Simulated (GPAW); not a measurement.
SiC (P6_3mc): refractive index against wavelength

The refractive index of SiC (P6_3mc) along x below the direct gap (3.98 eV on the mesh) is read from one computed spectrum, n = √(Re ε). x, y and z are the Cartesian axes of the input cell.

It takes space group P6_3mc (No. 186, hexagonal). Conventional cell: a = 3.076 Å, b = 3.076 Å, c = 5.048 Å, α = 90.00°, β = 90.00°, γ = 120.00°. Around Si on site b lie 4 C at 1.87 to 1.94 Å. C on site b has 4 Si at 1.87 to 1.94 Å as nearest neighbours.

Method: GPAW 26.7.0, LDA, RPA, k-mesh 12×12×6, local fields up to 50 eV, Lorentzian half width 0.15 eV.

Launch of the response step: `OMP_NUM_THREADS=1 python df.py`. The run took 88 s, its band step included, on 1 thread of Arm Neoverse V2, on a shared host.

```
wavelength (nm)  photon energy E (eV)       n
           1310                 0.946  2.6122
           1064                 1.165  2.6221
            850                 1.459       ?
            700                 1.771  2.6617
            633                 1.959  2.6780
            532                 2.331  2.7172
            450                 2.755  2.7747
```

In the single-oscillator model n² − 1 = E₀E_d/(E₀² − E²), so 1/(n² − 1) = E₀/E_d − E²/(E₀E_d) is linear in E².

Working, on the rows shown:

| x = E² (eV²) | y = 1/(n² − 1) |
| --- | --- |
| 0.895757 | 0.171715 |
| 1.35784 | 0.170201 |
| 3.13716 | 0.164348 |
| 3.83641 | 0.16203 |
| 5.43137 | 0.156662 |
| 7.59115 | 0.149277 |

Means: x̄ = 3.7083, ȳ = 0.16237. Σ(x − x̄)(y − ȳ) = -0.1065, Σ(x − x̄)² = 31.82. Slope = -0.1065 / 31.82 = -0.003348; intercept = ȳ − slope · x̄ = 0.17479. Turned back into n, the line misses the rows shown by at most 0.00078.

Question: Predict the last column of the withheld row from the fit.

Answer: At x = 2.1276 the line gives y = 0.16766, that is 2.6390. The run gave 2.6389, so the interpolation is off by 9.8e-05, 0.1 % of the range in the table.

Refitted with all rows, the slope is -0.003348 and the intercept 0.17479. These give E₀ = √(intercept/−slope) = 7.23 eV and E_d = E₀/intercept = 41.3 eV; E₀ is 1.8 times the direct gap. The electronic limit at long wavelengths, without lattice vibrations, is n = √(1 + 1/intercept) = 2.593. Excitons are left out; LDA gaps are as a rule too small. The values come from a sum over the points of one k-mesh and carry its error, which grows as the direct gap shrinks.

[Logs are printed without paths, hosts, clocks, repeated set-up lines and the standing remarks that a program may print on its own settings, such as how far it seeks lower states.]
